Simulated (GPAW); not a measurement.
# Ga2O3 (R-3c): one start, several treatments of the self-energy

Aim: compare treatments of exchange, screening and correlation for the gap of Ga2O3 (R-3c).

Program: GPAW 26.7.0. Level of theory: PBE and many-body steps on it, plane waves. Results are calculated unless marked as measured.

**Experimental background.**

- Gap 5.62 ± 0.02 eV: lowest direct band-to-band transition E0, E parallel to c (M1-type CP); abstract instead prints 5.44 eV, which Table III gives as the exciton energy; generalized spectroscopic ellipsometry, critical-point model; 300 K; film (51.8 nm PAMBE film, fully lattice-relaxed) on m-plane Al2O3 (“Anisotropic dielectric functions, band-to-band transitions, and critical points in alpha-Ga2O3”, 2021, arxiv:2101.06595).

- Gap 5.15 eV: optical gap from Tauc plot assuming direct gap; lower end of the 5.15-5.20 eV range for alpha-phase films; UV-vis transmittance/reflectance, Tauc plot; film on c-plane sapphire (“Low temperature growth and optical properties of alpha-Ga2O3 deposited on sapphire by plasma enhanced atomic layer deposition”, 2019, arxiv:1908.06914).

- Gap 5.6 eV: direct band-to-band gap from Tauc plot; UV-Vis absorption, Tauc plot; film (163 nm mist CVD film on c-plane sapphire) on Al2O3 (sapphire) (“Optical properties of mist CVD grown alpha-Ga2O3”, 2019, arxiv:1907.13072).

- Gap 5.2 eV: optical gap from Tauc plot assuming direct gap; largest value, film grown at 250 C; UV-vis transmittance/reflectance, Tauc plot; film on c-plane sapphire (“Low temperature growth and optical properties of alpha-Ga2O3 deposited on sapphire by plasma enhanced atomic layer deposition”, 2019, arxiv:1908.06914).

- Gap 5.3 eV: optical direct gap from Tauc plot, alpha-phase dominant buffer stack; UV-Vis transmittance, Tauc plot; film (as-grown alpha-(Al0.3Ga0.7)2O3/alpha-Ga2O3 double layer on c-plane sapphire, mist CVD, slight kappa admixture) on Al2O3 (“Controlled Crystallinity of a Sn-Doped α-Ga2O3 Epilayer Using Rapidly Annealed Double Buffer Layers”, 2024, pmc:10818942).

This is a selection; 1 further report is not listed.

**1. The starting structure**

It takes space group R-3c (No. 167, trigonal). The conventional cell has a = 4.997 Å, b = 4.997 Å, c = 13.451 Å, α = 90.00°, β = 90.00°, γ = 120.00°. Nearest to Ga lie 6 O at 1.93 to 2.08 Å. O has 4 Ga at 1.93 to 2.08 Å nearest. Farther neighbours and most contacts between anions are not listed.

Structure file:

```cif
data_structure
_symmetry_space_group_name_H-M 'R-3c:H'
_symmetry_Int_Tables_number 167
_cell_length_a 4.9974
_cell_length_b 4.9974
_cell_length_c 13.4506
_cell_angle_alpha 90.000
_cell_angle_beta 90.000
_cell_angle_gamma 120.000
_cell_volume 290.91
loop_
_atom_site_label
_atom_site_type_symbol
_atom_site_symmetry_multiplicity
_atom_site_Wyckoff_symbol
_atom_site_fract_x
_atom_site_fract_y
_atom_site_fract_z
_atom_site_occupancy
Ga1 Ga 12 c 0.00000 0.00000 0.35559 1
O1 O 18 e 0.00000 0.69683 0.25000 1
```

The cell and positions are those that the Materials Project relaxed with its own functionals (PBE, PBE+U or r2SCAN), kept fixed. This is not the form that Ga2O3 usually takes at ambient conditions.

**2. Empty states on the mesh, 4×4×4 mesh, 167 bands**

This step: GPAW 26.7.0; DFT, PBE, plane waves, PAW.

The sums over transitions need many empty states on a uniform mesh; this step solves for them.

run.py

```python
import json
import numpy as np
from gpaw.mpi import world
from gpaw import GPAW

calc = GPAW('gs.gpw').fixed_density(kpts={'size': (4, 4, 4), 'gamma': True},
    nbands=194,
    convergence={'bands': 167},
    txt='nscf.txt')
calc.write('full.gpw', mode='all')
res = {}
kpts = calc.get_ibz_k_points()
res['kpts'] = kpts
res['eigenvalues'] = [calc.get_eigenvalues(kpt=k) for k in range(len(kpts))]
res['n_electrons'] = calc.get_number_of_electrons()

if world.rank == 0:
    with open('result.json', 'w') as f:
        json.dump(res, f, default=lambda x: x.tolist())
```

On the command line:

```
$ mpirun -n 4 gpaw python run.py
```

Numbers of over 12 decimals in the logs are rounded to 6 here.

Output:

```text
Diagonalizing LCAO Hamiltonian
Converting LCAO to pw mode
convergence criteria:
- Maximum integral of absolute [eigenst]ate change: 4e-08 eV^2 / valence electron
maximum number of iterations: 100

SCF iterations
|iter     |     time |      energy | eigst |  dens |
|iter:   1|  |             | +4.12 |       |
|iter:   2|  |             | +2.90 |       |
|iter:   3|  |             | +1.82 |       |
[...]
|iter:  12|  |             | -6.50 |       |
|iter:  13|  |             | -7.02 |       |
|iter:  14|  |             | -7.58c|       |
SCF steps: 14
  __  _  _
 | _ |_)|_||  |
 |__||  | ||/\| - 26.7.0

Input parameters:
  mode=PW(ecut=600.0),
  convergence={'bands': 167},
  gpts=array([32, 32, 32]),
  kpts=MonkhorstPack(size=(4, 4, 4), gamma=True),
  maxiter=100,
  nbands=194,
  occupations=Occupations(name='fermi-dirac', width=0.001, fixmagmom=False),
  parallel={},
  xc=XC(name='PBE')
# Writing to full.gpw (mode='all')
  [... matrices ...]

timing:  # [seconds]
  Total: 0.067  # ━━━━━━━━━━━━━━━━━━━━━━━━━━━━━━━━━━━━━━━━━━━━━━━━━━━━━━━━━━━
```

Elapsed: 73 s, on 4 MPI ranks of Arm Neoverse V2, shared host; peak memory 1.2 GiB; 4.8 min of CPU time.

This step gave:

| Property | Result |
| --- | --- |
| gap | 2.845 eV |
| k of the valence top | 0.25, 0, 0 |
| k of the conduction bottom | 0, 0, 0 |
| least direct gap | 3.027 eV |
| k points computed | 14 |
| lowest point of the top converged band, above the valence top | 65.1274 eV |

On this mesh the gap is 2.845 eV.

**3. G0W0, Godby-Needs plasmon pole**

G0W0 replaces the xc potential by the self-energy, built once from these orbitals. Only a window of levels is corrected, while the sums run over the empty bands that the input names.

This step: G0W0 with a vertex from the rALDA kernel on PBE, plane waves, PAW.

run.py

```python
import json
import numpy as np
from gpaw.mpi import world
from gpaw.response.g0w0 import G0W0

gw = G0W0('full.gpw',
    filename='gw',
    kpts=[0, 2],
    bands=(22, 26),
    ecut=80,
    nbands=157,
    integrate_gamma='WS',
    ppa=True,
    xc='rALDA',
    fxc_mode=None,
    fxc_modes=['GWP', 'GWS', 'GWG'],
    do_GW_too=True)
gw.calculate()
res = {mode: {k: v for k, v in r.items() if k != 'sigma_eskwn'}
       for mode, r in gw.all_results.items()}

if world.rank == 0:
    with open('result.json', 'w') as f:
        json.dump(res, f, default=lambda x: x.tolist())
```

On the command line:

```
$ mpirun -n 4 gpaw python run.py
```

Output:

```text
Using integrator: PointIntegrator
FrequencyGridDescriptor(from 0.000+0.000j to 0.000+27.211j eV, 2 points)
Nonperiodic BCs:  [False False False]
Using integrator: PointIntegrator
FrequencyGridDescriptor(from 0.000+0.000j to 0.000+27.211j eV, 2 points)
Nonperiodic BCs:  [False False False]
  ___  _ _ _
 |   || | | |
 | | || | | |
 |__ ||_____|
 |___|

BZ k-points: Symmetries present (total): 6

  [... matrices ...]
64 k-points: 4 x 4 x 4 Monkhorst-Pack grid + [1/8,1/8,1/8]
14 k-points in the irreducible part of the Brillouin zone
       k-points in crystal coordinates                weights
   0:     0.00000000    0.00000000    0.00000000          1/64
   1:     0.25000000    0.00000000   -0.25000000          6/64
   2:     0.25000000    0.00000000    0.00000000          6/64
   3:     0.25000000    0.25000000   -0.25000000          6/64
   4:     0.25000000    0.25000000    0.00000000          6/64
   5:     0.25000000    0.25000000    0.25000000          2/64
   6:     0.50000000    0.00000000    0.00000000          3/64
   7:     0.50000000    0.00000000    0.25000000          6/64
   8:     0.50000000    0.25000000   -0.25000000          6/64
   9:     0.50000000    0.25000000    0.00000000          6/64
          ...
  13:     0.50000000    0.50000000    0.50000000          1/64

Distributing spins, k-points and bands (1 x 2 x 4) over 4 processes
Number of blocks: 1

Quasi particle states:
k-points (IBZ indices): [0, 2]
Band range: (22, 26)
  [... matrices ...]
Computational parameters:
Plane wave cut-off: 80 eV
Number of bands: 157
Coulomb cutoff: None
Broadening: 0.1 eV

fxc modes: GW, GWG, GWP, GWS
Kernel: rALDA
Using Godby-Needs plasmon-pole approximation:
  Fitting energy: i*E0, E0 = 1.000 Hartree
Summing all q:

Calculating screened Coulomb potential
No Coulomb truncation
FrequencyGridDescriptor(from 0.000+0.000j to 0.000+27.211j eV, 2 points)
Removing empty qpoint cache files...

Calculating chi0 body with:
    Ground state adapter containing:
    Number of spins: 1
    Number of kpoints: 64
    Number of irreducible kpoints: 14
    Number of completely occupied states: 24
    Number of partially occupied states: 24
    Occupied states memory: 12.0 M / cpu

    Linear response parametrization:
    q_c: [0.0, 0.0, 0.0]
    Number of frequency points: 2
    Planewave cutoff: 80.0
    Number of bands: 157
    Number of planewaves: 169
    Broadening (eta): 1e-06
    comm.size: 4
    kncomm.size: 4
    blockcomm.size: 1

    Memory estimate of potentially large arrays:
        chi0_wGG: 0.871613 M / cpu
Integrating chi0 body.

Symmetries of q_c:
    Direct symmetries (Uq -> q): 6
    Indirect symmetries (TUq -> q): 0
In total 6 allowed symmetries.

  [... matrices ...]
14 groups of equivalent kpoints. 78.125% reduction.

Integral kind: response function
Integrating chi0 head and wings.

Symmetries of q_c:
    Direct symmetries (Uq -> q): 6
    Indirect symmetries (TUq -> q): 0
In total 6 allowed symmetries.

  [... matrices ...]
14 groups of equivalent kpoints. 78.125% reduction.

Integral kind: response function wings
Calculating rALDA kernel at 80.0 eV cutoff
q point 0 complete
q point 1 complete
q point 2 complete
q point 3 complete
q point 4 complete
q point 5 complete
[...]
q point 11 complete
q point 12 complete
q point 13 complete

Calculating chi0 body with:
[... the further q-points ...]

Results:
f:      Occupation numbers
eps:     KS-eigenvalues [eV]
vxc:     KS vxc [eV]
exx:     Exact exchange [eV]
sigma:   Self-energies [eV]
dsigma:  Self-energy derivatives
Z:       Renormalization factors
qp:      QP-energies [eV]

k-point 0 (0): (0.000, 0.000, 0.000)                GWP
band       f     eps     vxc     exx   sigma  dsigma       Z      qp
                                                                  GWP
  22   1.000   5.442 -21.251 -26.508   4.921  -0.289   0.776   5.181
  23   1.000   5.442 -21.251 -26.508   4.921  -0.289   0.776   5.181
  24   0.000   8.469 -17.975 -13.546  -2.850  -0.195   0.837   9.791
  25   0.000  12.337 -18.840 -13.105  -3.250  -0.217   0.822  14.379
                                                                  GWS
  22   1.000   5.442 -21.251 -26.508   4.543  -0.252   0.799   4.871
  23   1.000   5.442 -21.251 -26.508   4.543  -0.252   0.799   4.871
[...]
GWG
[...]
GW
[...]
k-point 1 (2): (0.250, 0.000, 0.000)                GWP
band       f     eps     vxc     exx   sigma  dsigma       Z      qp
                                                                  GWP
[...]
GWS
[...]
GWG
[...]
GW
[...]
23   1.000   5.623 -21.507 -26.861   4.735  -0.269   0.788   5.136
  24   0.000  10.056 -19.209 -14.668  -2.650  -0.204   0.831  11.626
  25   0.000  12.167 -18.493 -12.868  -3.220  -0.203   0.831  14.167
```

Run time: 12 min. Hardware: 4 MPI ranks; peak memory 8.3 GiB.

This step gave:

```
gap with the vertex in the polarisability    : 4.463 eV
gap with the vertex in the self-energy       : 4.964 eV
gap with the vertex in both                  : 4.740 eV
G0W0 gap on the points computed              : 4.698 eV
least direct G0W0 gap on the computed points : 4.842 eV
Z at the valence top                         : 0.7880
Z at the conduction bottom                   : 0.8433
starting gap on the mesh                     : 2.845 eV
k of the valence top                         : 0.25, 0, 0
k of the conduction bottom                   : 0, 0, 0
```

The gap on the mesh goes from 2.85 eV to 4.70 eV, a correction of +1.85 eV.

**4. G0W0 with rALDA vertex**

run.py, as its differences from that of step 3:

```diff
@@ -9,4 +9,4 @@
     bands=(22, 26),
-    ecut=80,
-    nbands=157,
+    ecut=48,
+    nbands=73,
     integrate_gamma='WS',
@@ -14,5 +14,3 @@
     xc='rALDA',
-    fxc_mode=None,
-    fxc_modes=['GWP', 'GWS', 'GWG'],
-    do_GW_too=True)
+    fxc_mode='GWG')
 gw.calculate()
```

On the command line:

```
$ mpirun -n 4 gpaw python run.py
```

Output:

```text
Using integrator: PointIntegrator
FrequencyGridDescriptor(from 0.000+0.000j to 0.000+27.211j eV, 2 points)
Nonperiodic BCs:  [False False False]
Using integrator: PointIntegrator
FrequencyGridDescriptor(from 0.000+0.000j to 0.000+27.211j eV, 2 points)
Nonperiodic BCs:  [False False False]
  ___  _ _ _
 |   || | | |
 | | || | | |
 |__ ||_____|
 |___|

BZ k-points: Symmetries present (total): 6

  [... matrices ...]
64 k-points: 4 x 4 x 4 Monkhorst-Pack grid + [1/8,1/8,1/8]
14 k-points in the irreducible part of the Brillouin zone
       k-points in crystal coordinates                weights
   0:     0.00000000    0.00000000    0.00000000          1/64
   1:     0.25000000    0.00000000   -0.25000000          6/64
   2:     0.25000000    0.00000000    0.00000000          6/64
[...]
9:     0.50000000    0.25000000    0.00000000          6/64
          ...
  13:     0.50000000    0.50000000    0.50000000          1/64

Distributing spins, k-points and bands (1 x 2 x 4) over 4 processes
Number of blocks: 1

Quasi particle states:
k-points (IBZ indices): [0, 2]
Band range: (22, 26)
  [... matrices ...]
Computational parameters:
Plane wave cut-off: 48 eV
Number of bands: 73
Coulomb cutoff: None
Broadening: 0.1 eV

fxc modes: GWG
Kernel: rALDA
Using Godby-Needs plasmon-pole approximation:
  Fitting energy: i*E0, E0 = 1.000 Hartree
Summing all q:

Calculating screened Coulomb potential
No Coulomb truncation
FrequencyGridDescriptor(from 0.000+0.000j to 0.000+27.211j eV, 2 points)
Removing empty qpoint cache files...

Calculating chi0 body with:
    Ground state adapter containing:
    Number of spins: 1
    Number of kpoints: 64
    Number of irreducible kpoints: 14
    Number of completely occupied states: 24
    Number of partially occupied states: 24
    Occupied states memory: 12.0 M / cpu

    Linear response parametrization:
    q_c: [0.0, 0.0, 0.0]
    Number of frequency points: 2
    Planewave cutoff: 48.0
    Number of bands: 73
    Number of planewaves: 65
    Broadening (eta): 1e-06
    comm.size: 4
    kncomm.size: 4
    blockcomm.size: 1

    Memory estimate of potentially large arrays:
        chi0_wGG: 0.128937 M / cpu
Integrating chi0 body.

Symmetries of q_c:
    Direct symmetries (Uq -> q): 6
    Indirect symmetries (TUq -> q): 0
In total 6 allowed symmetries.

  [... matrices ...]
14 groups of equivalent kpoints. 78.125% reduction.

Integral kind: response function
Integrating chi0 head and wings.

Symmetries of q_c:
    Direct symmetries (Uq -> q): 6
    Indirect symmetries (TUq -> q): 0
In total 6 allowed symmetries.

  [... matrices ...]
14 groups of equivalent kpoints. 78.125% reduction.

Integral kind: response function wings
Calculating rALDA kernel at 48.0 eV cutoff
q point 0 complete
q point 1 complete
q point 2 complete
[...]
q point 12 complete
q point 13 complete

Calculating chi0 body with:
[... the further q-points ...]

Results:
f:      Occupation numbers
eps:     KS-eigenvalues [eV]
vxc:     KS vxc [eV]
exx:     Exact exchange [eV]
sigma:   Self-energies [eV]
dsigma:  Self-energy derivatives
Z:       Renormalization factors
qp:      QP-energies [eV]

k-point 0 (0): (0.000, 0.000, 0.000)                GWG
band       f     eps     vxc     exx   sigma  dsigma       Z      qp
                                                                  GWG
  22   1.000   5.442 -21.251 -26.508   4.827  -0.263   0.792   5.101
  23   1.000   5.442 -21.251 -26.508   4.827  -0.263   0.792   5.101
  24   0.000   8.469 -17.975 -13.546  -2.512  -0.174   0.851  10.101
[...]
k-point 1 (2): (0.250, 0.000, 0.000)                GWG
band       f     eps     vxc     exx   sigma  dsigma       Z      qp
                                                                  GWG
[...]
24   0.000  10.056 -19.209 -14.668  -2.354  -0.193   0.839  11.890
  25   0.000  12.167 -18.493 -12.868  -2.860  -0.194   0.837  14.483
```

It took 3.1 min on 4 MPI ranks; peak memory 3.7 GiB; 12 min of CPU time.

This step gave:

| Quantity | Value |
| --- | --- |
| quasiparticle gap on the points computed | 4.866 eV |
| least direct quasiparticle gap on the computed points | 5.000 eV |
| Z at the valence top | 0.7919 |
| Z at the conduction bottom | 0.8515 |
| starting gap on the mesh | 2.845 eV |
| k of the valence top | 0.25, 0, 0 |
| k of the conduction bottom | 0, 0, 0 |

Against G0W0 in GPAW (4×4×4 mesh, 157 bands, screening to 80 eV, Godby-Needs plasmon pole), the gap moves by +0.167 eV.

**5. Side by side**

Times are wall times on 4 MPI ranks of Arm Neoverse V2, shared host, good to a factor of about two.

| run | mesh | bands | screening cutoff (eV) | DFT gap (eV) | gap on the mesh (eV) | direct (eV) | time |
| --- | --- | --- | --- | --- | --- | --- | --- |
| G0W0, Godby-Needs plasmon pole | 4×4×4 | 157 | 80 | 2.845 | 4.698 | 4.842 | 12 min |
| G0W0 with rALDA vertex | 4×4×4 | 73 | 48 | 2.845 | 4.866 | 5.000 | 3.1 min |

**6. Summary of results**

| Quantity | Value |
| --- | --- |
| G0W0, Godby-Needs plasmon pole | 4.698 eV |
| G0W0 with rALDA vertex | 4.866 eV |
| known limits | not at the basis limit; no spin-orbit coupling |

G0W0 with rALDA vertex: +0.167 eV against G0W0, Godby-Needs plasmon pole, at other bands or cutoff, so not like for like. With the rALDA kernel as a vertex the gap is 4.46 eV (in the polarisability), 4.96 eV (in the self-energy) and 4.74 eV (in both), against 4.70 eV without. Against experiment, by G0W0, Godby-Needs plasmon pole: the direct gap of 4.84 eV lies −0.78 eV from the measured 5.62 ± 0.02 eV (direct, 300 K, on m-plane Al2O3, 2021); the direct gap of 4.84 eV lies −0.31 eV from the measured 5.15 eV (direct, on c-plane sapphire, 2019); the direct gap of 4.84 eV lies −0.76 eV from the measured 5.6 eV (direct, on Al2O3 (sapphire), 2019); the direct gap of 4.84 eV lies −0.36 eV from the measured 5.2 eV (direct, on c-plane sapphire, 2019); the direct gap of 4.84 eV lies −0.46 eV from the measured 5.3 eV (direct, on Al2O3, 2024). An exciton line or allowed optical edge lies below the quasiparticle gap by the binding energy; a forbidden edge can push the onset above it. These are gaps on the mesh, at modest bands and cutoff. The calculation has static nuclei and no excitons; a measured gap holds zero-point and thermal motion, which mostly lowers it. Against the values above the computed gap that would widen the miss. An edge that is forbidden or weak in absorption could explain it, and so could too strong a screening: the start's gap is only 2.85 eV, and one shot does not repair that. Bands and cutoff are finite, so the gap is not at the basis limit. The miss can reach some tenths of an eV and take either sign; the mesh is an error of its own. These stock PAW sets were not made for GW; the filled d or f shell of Ga lies in the frozen core, which bears on start and correction. In the G0W0 runs levels were corrected at 2 k points alone, so a gap called «on the mesh» is the least over those, and an edge elsewhere would be missed. The many-body steps are scalar-relativistic: spin-orbit coupling is not in them.

[Paths, hosts, dates, memory and timing lines, banners, echoed tables and standing remarks are left out of the program output.]

[Logs are printed without paths, hosts, clocks, repeated set-up lines and the standing remarks that a program may print on its own settings, such as how far it seeks lower states.]

[Runs of the session that timed out or met a known fault of the program may be left out.]

[Hosts, paths, dates, database ids (printed as entryN), source tags and the programs' standing remarks are cut or masked in the printed files.]
